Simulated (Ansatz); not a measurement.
# How Al2O3 (Corundum) absorbs and reflects light, part 2 of 2

Aim: the dielectric function of Al2O3 (Corundum), and the optical constants that follow from it.

Ansatz 0.2.0; DFT, PBE, plane-wave PAW, default files, scalar-relativistic, independent-particle optical response without local fields.

So far. Step 2 (Ground state and bands): There is a gap, 6.22 eV on the path, so no carriers' term is needed. The cell is left with a pressure of 7.3 GPa and forces up to 0.03 eV/Å, as it stands unrelaxed at this level.

**3. Spectrum**

The spectrum is a sum over vertical transitions between filled and empty bands at the fixed density, so many empty bands are needed.

This step: DFT, PBE, plane-wave PAW, default files, scalar-relativistic, independent-particle optical response without local fields (Ansatz 0.2.0).

input.yaml

```yaml
crystal:
  lattice:
    - [2.38025, 1.3742379782, 4.3318666667]
    - [-2.38025, 1.3742379782, 4.3318666667]
    - [0.0, -2.7484759565, 4.3318666667]
  atoms:
    - { symbol: Al, position: [0.85216, 0.85216, 0.85216] }
    - { symbol: Al, position: [0.64784, 0.64784, 0.64784] }
    - { symbol: Al, position: [0.14784, 0.14784, 0.14784] }
    - { symbol: Al, position: [0.35216, 0.35216, 0.35216] }
    - { symbol: O, position: [0.05668, 0.75, 0.44332] }
    - { symbol: O, position: [0.75, 0.44332, 0.05668] }
    - { symbol: O, position: [0.44332, 0.05668, 0.75] }
    - { symbol: O, position: [0.94332, 0.25, 0.55668] }
    - { symbol: O, position: [0.25, 0.55668, 0.94332] }
    - { symbol: O, position: [0.55668, 0.94332, 0.25] }
kpoints:
  mp_grid: { grid: [6, 6, 6] }
scf:
  occupations: { method: fixed }
hamiltonian:
  xc: pbe
  pseudopotentials: { kind: paw }
output:
  optics:
    e_range: [0, 14]
    de: 0.05
    sigma: 0.1
    nscf_kmesh: { grid: [6, 6, 6] }
    bands: { spectra_wanted_up_to: 14 }
```

Started as:

```
> ansatz run input.yaml --threads 4 --pin off --max-ram 8192MiB --backend cpu --events-out ev --progress --plain --runs-dir out
```

Standard output:

```text
[...]
Crystal: 10 atoms, lattice volume = 85.018 Å³
Basis set: ecut = 420 eV, 1653 PW (Γ)
Bands: 34, of which v1, the nominal top of the filled ones, is band 24 counted from 1 (23 counted from 0)
Symmetry: 12 space group operations
[...]
k-points: 32 of 216
[...]
SCF iter   1: F=—  HF=-5569.548912 eV  |F-HF|=—  |Δ(HF+E_count)|=         —  Δρ=1.69e-3  dr2=1.16e-3  ethr=1.77e-3  ⟨swp⟩=5.1  Hψ=4356  notcnv=0  defer=229
[...]
SCF iter   8: F=-5569.550902 eV  HF=-5569.550902 eV  |F-HF|=1.82e-12  |Δ(HF+E_count)|=  2.18e-11  Δρ=3.01e-8  dr2=5.79e-13  ethr=1.00e-12  ⟨swp⟩=12.2  Hψ=5171  notcnv=0
SCF 1 converged in 8 iterations: F = -5569.550902 eV  dr2 = 5.79e-13
[...]
NSCF: frozen V_eff on 32 k-points
[...]
output.optics: what the bands over the 55 summed would add to eps1, eps2 and the energy-loss function is held between a lower and an upper bound (7 Lanczos steps). eps1, eps2 and their loss function (loss_summed_bands) are given on every row as the summed bands alone make them. Along an axis, on a row where the two bounds hold the loss function to about 1 % of the greater of itself and 0.5 % of |1/eps|, its cell (loss_completed) is given, with the completed eps1 and eps2 that it is formed of (a cell that is left empty reads nan in the table and null in the record). The two bounds hold it so along every axis on all 281 rows up to 14.000 eV. [rest of the remark cut]
SCF converged after 8 iterations
Free energy (F): -5569.550902 eV
[...]
Internal energy: -5569.550902 eV  (E = F + TS)
E sigma→0 (E₀):  -5569.550902 eV
Fermi energy:    7.750942 eV
[...]
--- Band table (eV; the first three rows and the last of 32) ---
  k-point 0: bands = [... 20 lower, 7.2534, 7.7066, 7.7066, 7.7509, 13.9678, 16.9106, 18.5127, 19.2898, ... 6 higher]
  k-point 1: bands = [... 20 lower, 7.0658, 7.4033, 7.6667, 7.7001, 14.5977, 17.4177, 18.0775, 18.9780, ... 6 higher]
  k-point 2: bands = [... 20 lower, 6.9074, 7.1998, 7.5193, 7.5646, 15.9118, 17.5684, 17.9221, 18.2814, ... 6 higher]
  k-point 31: bands = [... 20 lower, 7.3683, 7.3683, 7.3683, 7.3683, 16.4293, 16.4293, 18.8590, 18.8590, ... 6 higher]
```

The job ended after 30 s (4 threads of Intel Xeon at 2.70GHz, shared host; peak memory 1.1 GiB; 1.9 min of CPU time).

Numbers from this step:

- electronic dielectric constant ε∞, mean of the axes: 3.311
- absorption onset, first axis (α over 10⁴ cm⁻¹, or the direct gap if that lies higher): 6.238 eV
- main peak of Im epsilon, first axis: 11.24 eV
- least direct gap on the mesh: 6.217 eV
- bands summed: 55
- spectra valid up to: 23.63 eV
- program's estimate of the k-sum error in Im epsilon: 0.12 %
- electrons in the f-sum: 27.54

Table of Im ε by photon energy; read off at these points:

```
photon energy (eV)  E ∥ x or y   E ∥ z
              6.00      1.1e-5  1.1e-4
              6.50       0.380   0.391
              7.00       0.594   0.618
              7.50       0.749   0.772
              8.00       0.931   0.907
              8.50        1.09    1.05
              9.00        1.29    1.22
              9.50        1.69    1.53
             10.00        2.89    3.12
             10.50        4.09    3.95
             11.00        5.25    4.84
             11.20        6.17    5.19
             11.25        6.20    5.13
             11.50        5.95    4.89
             12.00        5.00    3.87
             12.30        5.54    3.45
             12.50        5.30    3.71
             13.00        4.33    4.10
             13.50        3.64    4.35
             13.80        3.77    4.49
             14.00        3.70    4.31
```

Re ε against photon energy:

```
photon energy (eV)  E ∥ x or y  E ∥ z
               0.0        3.33   3.28
               0.5        3.33   3.29
               1.0        3.34   3.30
               1.5        3.36   3.32
               2.0        3.39   3.34
               2.5        3.42   3.38
               3.0        3.47   3.42
               3.5        3.53   3.48
               4.0        3.60   3.55
               4.5        3.70   3.65
               5.0        3.82   3.76
               5.5        3.98   3.92
               6.0        4.24   4.19
               6.5        4.58   4.50
               7.0        4.60   4.50
               7.5        4.69   4.56
               8.0        4.81   4.66
               8.5        5.00   4.83
               9.0        5.32   5.12
               9.5        5.99   5.68
              10.0        5.68   6.69
              10.5        6.27   5.39
              11.0        5.41   4.54
              11.5        2.99   2.84
              12.0        3.12   2.40
              12.5        1.64   2.96
              13.0        1.02   2.82
              13.5        1.50   2.48
              14.0        1.64   2.20
```

Reflectivity at normal incidence against photon energy; read off at these points:

```
photon energy (eV)  E ∥ x or y (%)  E ∥ z (%)
              0.00            8.51       8.34
              0.50            8.52       8.36
              1.00            8.57       8.40
              1.50            8.64       8.47
              2.00            8.75       8.58
              2.50            8.90       8.72
              3.00            9.08       8.90
              3.50            9.32       9.13
              4.00            9.61       9.42
              4.50            9.97       9.77
              5.00            10.4       10.2
              5.50            11.0       10.8
              6.00            12.0       11.8
              6.50            13.3       13.0
              7.00            13.5       13.2
              7.50            13.9       13.5
              8.00            14.5       14.0
              8.50            15.3       14.7
              9.00            16.4       15.8
              9.50            18.7       17.7
             10.00            20.1       22.5
             10.50            23.6       22.0
             11.00            25.3       23.5
             11.15            27.1       24.3
             11.25            27.4       24.1
             11.50            27.1       23.5
             12.00            23.8       19.6
             12.50            26.6       18.8
             13.00            24.4       20.4
             13.50            19.9       21.7
             13.85            20.4       22.5
             14.00            19.9       21.8
```

The refractive index n and extinction k by photon energy:

```
photon energy (eV)  n, E ∥ x or y  k, E ∥ x or y  n, E ∥ z  k, E ∥ z
               0.0           1.82              0      1.81         0
               0.5           1.82              0      1.81         0
               1.0           1.83              0      1.82         0
               1.5           1.83              0      1.82         0
               2.0           1.84              0      1.83         0
               2.5           1.85              0      1.84         0
               3.0           1.86              0      1.85         0
               3.5           1.88              0      1.87         0
               4.0           1.90              0      1.89         0
               4.5           1.92              0      1.91         0
               5.0           1.95              0      1.94         0
               5.5           2.00              0      1.98         0
               6.0           2.06         2.7e-6      2.05    2.6e-5
               6.5           2.14         0.0886      2.12    0.0922
               7.0           2.15          0.138      2.13     0.145
               7.5           2.17          0.172      2.14     0.180
               8.0           2.20          0.211      2.17     0.209
               8.5           2.25          0.243      2.21     0.238
               9.0           2.32          0.278      2.28     0.267
               9.5           2.47          0.343      2.40     0.317
              10.0           2.46          0.589      2.65     0.588
              10.5           2.62          0.779      2.46     0.803
              11.0           2.54           1.03      2.36      1.02
              11.5           2.20           1.36      2.06      1.19
              12.0           2.12           1.18      1.86      1.04
              12.5           1.90           1.40      1.96     0.945
              13.0           1.65           1.31      1.97      1.04
              13.5           1.65           1.10      1.93      1.13
              14.0           1.69           1.10      1.88      1.15
```

Values under 1 per cm are given as 1. Absorption coefficient against photon energy:

```
photon energy (eV)  E ∥ x or y (1/cm)  E ∥ z (1/cm)
             0.000                  1             1
             0.500                  1             1
             1.000                  1             1
             1.500                  1             1
             2.000                  1             1
             2.500                  1             1
             3.000                  1             1
             3.500                  1             1
             4.000                  1             1
             4.500                  1             1
             5.000                  1             1
             5.500                  1             1
             6.000               1.64          16.0
             6.500              58358         60718
             7.000              97974         1.0e5
             7.500              1.3e5         1.4e5
             8.000              1.7e5         1.7e5
             8.500              2.1e5         2.0e5
             9.000              2.5e5         2.4e5
             9.500              3.3e5         3.1e5
            10.000              6.0e5         6.0e5
            10.500              8.3e5         8.5e5
            11.000              1.2e6         1.1e6
            11.500              1.6e6         1.4e6
            12.000              1.4e6         1.3e6
            12.500              1.8e6         1.2e6
            13.000              1.7e6         1.4e6
            13.500              1.5e6         1.5e6
            14.000              1.6e6         1.6e6
```

At chosen wavelengths:

```
wavelength (nm)  n xy   k xy  R (%) xy     1/α xy   n z    k z  R (%) z      1/α z
           1064  1.83  0.000       8.6  over 1 mm  1.82  0.000      8.4  over 1 mm
            800  1.83  0.000       8.7  over 1 mm  1.82  0.000      8.5  over 1 mm
            532  1.85  0.000       8.8  over 1 mm  1.83  0.000      8.7  over 1 mm
            450  1.86  0.000       9.0  over 1 mm  1.84  0.000      8.8  over 1 mm
            405  1.86  0.000       9.1  over 1 mm  1.85  0.000      8.9  over 1 mm
            308  1.90  0.000       9.6  over 1 mm  1.89  0.000      9.4  over 1 mm
            193  2.14  0.074      13.3     208 nm  2.12  0.079     13.0     194 nm
```

Rows near the edge hang on the gap, which this functional as a rule makes too small, and phonon-assisted absorption over an indirect gap is left out.

A film 1 µm thick would pass 84 % of daylight and look colourless in transmission (x = 0.313, y = 0.330).

The first strong peak, at 11.24 eV, fits the third-highest filled and the third-lowest empty band, which run nearly parallel at that distance over 50 % of Z–Γ; the match rests on energies alone.

The f-sum over the summed bands holds 27.5 of the cell's 48 electrons outside the frozen cores, 12 of which lie in bands more than 12 eV below the Fermi level, whose transitions come at higher energies. Up to 14 eV the strength has a mean oscillator energy of 11.2 eV, and these transitions give 55 % of ε∞ − 1 along x; the rest comes from higher ones.

**4. Results**

* gap on the path: 6.22 eV
* least direct gap on the path: 6.22 eV
* electronic dielectric constant ε∞, mean of the axes (independent particles): 3.31
* absorption onset, first axis (α over 10⁴ cm⁻¹, or the direct gap if that lies higher): 6.24 eV
* main peak of Im epsilon, first axis: 11.2 eV

**Reading.** At this level (PBE, independent particles) Al2O3 has a mean ε∞ = 3.31 and n = 1.83 at 1550 nm (E ∥ x); absorption sets in near 6.2 eV, and Im ε peaks at 11.2 eV (E ∥ x). The gap on the path is direct, 6.22 eV. The absorption coefficient passes 10⁴ cm⁻¹ at 6.24 eV, in the ultraviolet, so the visible is passed. Im ε has its chief maxima at 11.24 eV (6.2) and 12.32 eV (5.6) for E ∥ x or y. The static values by axis are 3.33 (xy), 3.28 (z). The first strong peak, at 11.24 eV, fits the third-highest filled and the third-lowest empty band, which run nearly parallel at that distance over 50 % of Z–Γ; the match rests on energies alone. A film 1 µm thick would pass 84 % of daylight and look colourless in transmission (x = 0.313, y = 0.330). Excitons and phonon-assisted transitions are missing, and so are local fields; PBE gaps are as a rule too small, which pulls the onset down and ε∞ up. In the base run ε includes the program's bounded estimate of what the bands above those summed add.

Computed beside measured:

| quantity | measured | PBE | PBE, no local fields |
| --- | --- | --- | --- |
| band gap (least gap) (eV) | 8.7 | 6.22 (-2.48 eV) | - |
| refractive index (at 2000 nm) | 1.75 | - | 1.83 (+4.3 %) |

Measured values from pmc:5906618 (2018) and arxiv:1802.06737 (2018).

Verdict: The band gap is off by -2.48 eV: a clear miss. Local and semilocal functionals usually give gaps below the measured ones. An optical gap can lie under the band gap by the exciton's binding. Zero-point and thermal motion shift the measured gap. The refractive index is off by +4.3 %: good agreement. No cell relaxation is part of this session.

[Long decimals in the printed logs are rounded to 6 places.]

[Logs are printed without paths, hosts, clocks, repeated set-up lines and the standing remarks that a program may print on its own settings, such as how far it seeks lower states.]

[Hosts, paths, dates, database ids (printed as entryN), source tags and the programs' standing remarks are cut or masked in the printed files.]

[Where the starting crystal was built by hand or by swapping elements, it need not be the compound's stable phase.]

[The count of steps not shown may lack steps that the program refused or didn't finish.]
